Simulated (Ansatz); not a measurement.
# Direct or indirect: ZnO (P6_3mc)

```
CELL_PARAMETERS angstrom
3.24931 0.00000 0.00000
-1.62465 2.81398 0.00000
0.00000 0.00000 5.20571
ATOMIC_POSITIONS crystal
Zn 0.66667 0.33333 0.00000
Zn 0.33333 0.66667 0.50000
O 0.33333 0.66667 0.87901
O 0.66667 0.33333 0.37901
```

Method: Ansatz, PBE, independent particles, without spin-orbit coupling, line width 0.1 eV (Gaussian). The band structure gives a fundamental gap of 0.80 eV. The spectrum of vertical transitions near the edge:

| E (eV) | Im ε, E ∥ xy | Im ε, E ∥ z |
| --- | --- | --- |
| 0.36 | 0.00 | 0.00 |
| 0.48 | 0.00 | 0.00 |
| 0.60 | 0.00 | 0.00 |
| 0.72 | 0.09 | 0.01 |
| 0.84 | 0.62 | 0.23 |
| 0.96 | 1.24 | 0.90 |
| 1.08 | 1.50 | 1.36 |
| 1.20 | 1.60 | 1.57 |
| 1.32 | 1.65 | 1.67 |
| 1.44 | 1.66 | 1.72 |
| 1.56 | 1.65 | 1.74 |
| 1.68 | 1.64 | 1.75 |
| 1.80 | 1.62 | 1.75 |
| 1.92 | 1.59 | 1.74 |
| 2.04 | 1.57 | 1.73 |

(1) Is the gap direct or indirect, and about where do vertical transitions set in?

## Answers

(1) Direct: the band path has its least direct gap at the fundamental one, 0.80 eV, and the curves rise from there. Lines are broadened by 0.1 eV, which spreads the edge.

[Logs are printed without paths, hosts, clocks, repeated set-up lines and the standing remarks that a program may print on its own settings, such as how far it seeks lower states.]
